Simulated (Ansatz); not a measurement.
# TaBeC: relaxing a made-up structure, part 2 of 2

This structure for TaBeC is made up. Its elements were placed in a known structure type with a cell scaled to their sizes. What cell does the guess relax to, and how far off was it?

Ansatz 0.2.0; DFT, PBEsol, plane-wave PAW, files of the set soft_1, scalar-relativistic, no spin, cell and ions relaxed at zero pressure; PAW set soft_1 (the session's first sound run).

So far: Set-up; Relaxation of the guess. The relaxed cell has a = 3.088, c = 3.319 Å (conventional setting).

### Step 3. Electronic structure of the relaxed cell

With the geometry fixed, one more self-consistent run, with a narrower smearing and the mesh shown in its input, gives the bands, and its pressure, and its forces where symmetry allows any, show how far the geometry depends on these settings.

This step: DFT, PBEsol, plane-wave PAW, files of the set soft_1, scalar-relativistic, no spin, bands and density of states at the relaxed cell; PAW set soft_1 (Ansatz 0.2.0).

File input.yaml:

```yaml
crystal:
  lattice:
    - [3.0882408194, 0.0, 0.0]
    - [-1.5441204097, 2.6744950026, 0.0]
    - [0.0, 0.0, 3.3194490184]
  atoms:
    - { symbol: Ta, position: [0.0, 0.0, 0.0] }
    - { symbol: C, position: [0.6666666667, 0.3333333333, 0.5] }
    - { symbol: Be, position: [0.3333333333, 0.6666666667, 0.5] }
kpoints:
  mp_grid: { grid: [12, 12, 10] }
  band_path:
    path:
      - [[0.0, 0.0, 0.0], [0.5, 0.0, 0.0], [0.33333333, 0.33333333, 0.0], [0.0, 0.0, 0.0], [0.0, 0.0, 0.5], [0.5, 0.0, 0.5], [0.33333333, 0.33333333, 0.5], [0.0, 0.0, 0.5]]
      - [[0.5, 0.0, 0.5], [0.5, 0.0, 0.0]]
      - [[0.33333333, 0.33333333, 0.0], [0.33333333, 0.33333333, 0.5]]
    npoints: 8
scf:
  occupations: { method: fermi_dirac, width: 0.03 }
  n_extra_bands: 7
hamiltonian:
  xc: pbesol
  pseudopotentials: { kind: paw, azcp: { folder: soft_1 }, xc_functional: pbe }
output:
  forces: true
  stress: true
  write_bands: true
  dos: { projected: true }
  write_density: true
  write_potential: true
  elf: true
  volumetric_format: npy
```

The run is started by

```console
ansatz run input.yaml --threads 4 --pin off --max-ram 8192MiB --backend cpu --events-out ev --progress --plain --runs-dir out
```

Numbers of over 12 decimals in the logs are rounded to 6 here.

The program printed:

```text
[...]
Crystal: 3 atoms, lattice volume = 27.417 Å³
Basis set: ecut = 420 eV, 551 PW (Γ), exchange–correlation on 48×48×48 points (8 copies of the dense FFT grid, shifted against one another)
Bands: 17, of which v1, the nominal top of the filled ones, is band 10 counted from 1 (9 counted from 0)
Symmetry: 12 space group operations
[...]
k-points: 114 of 1440 (time reversal used)
[...]
SCF iter   1: F=—  HF=-10145.487985 eV  |F-HF|=—  |Δ(HF+E_count)|=         —  Δρ=6.08e-2  dr2=1.69e0  ethr=3.10e-3  ⟨swp⟩=5.8  Hψ=9707  notcnv=0
[...]
SCF iter   7: F=-10144.984681 eV  HF=-10144.984681 eV  |F-HF|=4.64e-9  |Δ(HF+E_count)|=   9.18e-9  Δρ=4.40e-6  dr2=6.19e-9  ethr=5.26e-10  ⟨swp⟩=12.2  Hψ=10814  notcnv=0
SCF 1 converged in 7 iterations: F = -10144.984681 eV  dr2 = 6.19e-9
[...]
NSCF: frozen V_eff on 75 k-points
SCF converged after 7 iterations
Free energy (F): -10144.984681 eV
[...]
Internal energy: -10144.981453 eV  (E = F + TS)
E sigma→0 (E₀):  -10144.983067 eV
Entropy (-TS):   -0.003227 eV (-1.076 meV/atom)
Fermi energy:    19.005556 eV
[...]
--- Stress (GPa, compression-positive) ---
        0.536997       0.000000       0.000000
        0.000000       0.536997       0.000000
        0.000000       0.000000      -1.118645
  P = ⅓ Tr σ = -0.0149 GPa (-0.149 kbar)
--- Band table (eV; the first three rows and the last of 114) ---
  k-point 0: bands = [... 6 lower, 14.1983, 14.1983, 14.9200, 20.6796, 20.6796, 20.9315, 20.9315, 21.0177, ... 3 higher]
  k-point 1: bands = [... 6 lower, 14.2942, 14.2942, 15.7251, 19.7553, 19.7553, 21.2587, 21.3442, 21.3442, ... 3 higher]
  k-point 2: bands = [... 6 lower, 14.5685, 14.5685, 16.8012, 18.7534, 18.7534, 20.9394, 20.9394, 21.8109, ... 3 higher]
  k-point 113: bands = [... 6 lower, 12.2704, 13.1768, 15.1568, 21.6803, 22.0077, 22.7016, 23.6268, 24.4275, ... 3 higher]
```

Run time: 1.9 s. Hardware: 4 threads of Arm Neoverse V2, shared host; peak memory 0.37 GiB; 6.8 s of CPU time.

This step gave:

```yaml
free_energy: -10144.9847 eV
energy_at_zero_smearing: -10144.9831 eV
smearing_term_ts: 0.003227 eV
fermi_energy: 19.01 eV
pressure: -0.01488 GPa
```

From bands.tsv, the bands that come nearest the Fermi level along the path, at its corners, in eV from the Fermi level:

```
point  band 6  band 7  band 8  band 9  band 10  band 11  band 12  band 13
    Γ   -4.92   -4.81   -4.81   -4.09     1.67     1.67     1.93     1.93
    M   -9.38   -5.84   -4.79   -4.53     0.59     1.41     3.26     3.29
    K   -9.30   -7.25   -5.18   -2.98    -0.70     0.40     1.09     5.91
    Γ   -4.92   -4.81   -4.81   -4.09     1.67     1.67     1.93     1.93
    A  -10.04   -3.49   -3.49   -1.16    -1.16    -0.56    -0.56     0.33
    L   -7.89   -6.79   -6.62   -3.83     2.16     2.39     3.68     4.97
    H   -8.63   -6.74   -5.83   -3.85     2.67     3.00     3.70     4.62
    A  -10.04   -3.49   -3.49   -1.16    -1.16    -0.56    -0.56     0.33
    L   -7.89   -6.79   -6.62   -3.83     2.16     2.39     3.68     4.97
    M   -9.38   -5.84   -4.79   -4.53     0.59     1.41     3.26     3.29
    K   -9.30   -7.25   -5.18   -2.98    -0.70     0.40     1.09     5.91
    H   -8.63   -6.74   -5.83   -3.85     2.67     3.00     3.70     4.62
```

States per cell as run, both spins, in windows of 1 eV, from dos.tsv (zero at the Fermi level):

| from | to | total |
| --- | --- | --- |
| -8 | -7 | 0.78 |
| -7 | -6 | 1.49 |
| -6 | -5 | 1.98 |
| -5 | -4 | 0.89 |
| -4 | -3 | 1.25 |
| -3 | -2 | 0.30 |
| -2 | -1 | 0.19 |
| -1 | 0 | 0.79 |
| 0 | 1 | 1.34 |
| 1 | 2 | 1.41 |
| 2 | 3 | 2.30 |
| 3 | 4 | 1.36 |
| 4 | 5 | 1.16 |
| 5 | 6 | 0.88 |

Below -8 eV lie 11.2 more states.

Valence density in the ab plane at fractional z = 0.500, with atoms of C and Be within 0.2 Å of it. It is the smooth field of the valence electrons, not physical close to the nuclei.

Ten even steps from '_' (0.1 e/Å³) to '@' (1.7 e/Å³):
```
______......::::::::......______
______..................________
................................
........__________..............
::......________......::::::::::
::::....______....::::----==----
--::....____....::--==++****++==
--::....__....::--++##%%%%%%##++
--::........::--++##@@@@@@@@##++
::..........::==##@@@@@@@@@@##==
::........::--++%%@@@@@@@@%%++--
....__....::--**%%@@@@@@%%**--::
..____....::==**%%@@@@%%**==::..
______....::--++######++--::....
______....::--==++++==--::....__
______....::::------::::....____
```
Columns run along a (3.1 Å), rows up along b (3.1 Å). Atoms in or near the plane, at fractional coordinates: C at (0.67, 0.33), Be at (0.33, 0.67).

ELF in the ab plane at fractional z = 0.500, with atoms of C and Be within 0.2 Å of it. It is the smooth field of the valence electrons, not physical close to the nuclei.

Ten even steps from '_' (0.00) to '@' (0.82):
```
::::--==++**##%%%%##**++==--::::
--------==============----------
====----....______..----========
++++==..__________..==++++******
##**==..__________==**##########
%%##==__________==##%%@@@@@@@@@@
@@%%==________==%%@@@@@@@@@@@@@@
@@%%==______==%%@@@@@@##**##@@@@
@@##==....==##@@@@@@**----**@@@@
%%**==--==**%%@@@@**..__..**@@@@
##++----++##@@@@##--____--##@@@@
++==--==++##@@@@**--..--**@@@@##
==----==**##@@@@##****##@@@@##**
--::--==**##@@@@@@@@@@@@@@##**==
::::--==**##@@@@@@@@@@@@##**==--
::::--==++##%%@@@@@@%%##++==--::
```
Columns run along a (3.1 Å), rows up along b (3.1 Å). Atoms in or near the plane, at fractional coordinates: C at (0.67, 0.33), Be at (0.33, 0.67).

Electrostatic potential energy in the ab plane at fractional z = 0.500, with atoms of C and Be within 0.2 Å of it. With pseudopotentials it is smooth inside the atoms' cores, unlike the true potential.

Values in eV, 16 rows by 16 columns:
```
 17  17  17  17  15  13  10   8   8  10  13  15  16  17  17  17
 17  17  16  15  11   5  -2  -4  -2   5  11  14  16  17  17  17
 17  17  15  10   1  -9 -14 -14  -9   1  11  14  17  17  17  17
 17  15  11   1 -12 -19 -22 -20 -12   1  11  15  17  17  17  17
 15  13   5  -9 -19 -27 -27 -19  -9   5  13  15  16  16  16  16
 13  10  -2 -14 -22 -27 -22 -14  -1  10  13  14  12  11  12  14
 12   8  -4 -14 -20 -19 -14  -4   8  12  10   3  -3  -3   3  10
 11   8  -2  -9 -12  -9  -1   8  11   6  -7 -20 -25 -20  -8   7
 12  10   5   1   1   5  10  12   6 -12 -30 -39 -39 -29 -12   6
 13  13  11  11  11  13  13  10  -7 -30 -39 -39 -39 -30  -8  10
 15  15  14  14  15  15  14   3 -20 -39 -39 -39 -39 -20   3  14
 17  16  16  17  17  16  12  -3 -25 -39 -39 -39 -25  -3  12  16
 17  17  17  17  17  16  11  -3 -20 -29 -30 -20  -3  11  16  17
 17  17  17  17  17  16  12   3  -8 -12  -8   3  12  16  17  17
 17  17  17  17  17  16  14  10   7   6  10  14  16  17  17  17
 17  17  17  17  17  15  13  12  11  12  13  15  17  17  17  17
```
Columns run along a (3.1 Å; values clipped at the 3rd and 97th percentile), rows up along b (3.1 Å). Atoms in or near the plane, at fractional coordinates: C at (0.67, 0.33), Be at (0.33, 0.67).

### Step 4. Summary of results

| Item | Value |
| --- | --- |
| space group, relaxed | P-6m2 |
| conventional cell | a = 3.088, b = 3.088, c = 3.319 Å; α = 90.0°, β = 90.0°, γ = 120.0° |
| volume per atom | 9.14 Å³ (guess 10.78) |

What this shows: TaBeC relaxes to P-6m2 with a = 3.088, b = 3.088 and c = 3.319 Å. The guessed volume was 18 % too large. The space group P-6m2 was held in the relaxation, so the end point is a stationary structure within it and may be a saddle against distortions or other arrangements. Bands cross the Fermi level, so it is a metal or semimetal at this level. The electron count is odd, which forces that without spin polarisation or a larger cell. On the 12×12×10 mesh with the narrower smearing (relaxed on 9×9×8) the forces vanish, as symmetry may demand, and the largest stress component is 1.119 GPa, against the relaxation's thresholds of 0.015 eV/Å and 0.05 GPa. The cutoff wasn't tested. Spin-orbit coupling is left out, which can matter for elements this heavy. No dispersion term is used, so weakly bound directions may come out too long. The runs have no spin, and magnetism wasn't tested. Nothing here tests whether the compound is stable against decomposition.

[Logs are printed without paths, hosts, clocks, repeated set-up lines and the standing remarks that a program may print on its own settings, such as how far it seeks lower states.]

[Hosts, paths, dates, database ids (printed as entryN), source tags and the programs' standing remarks are cut or masked in the printed files.]
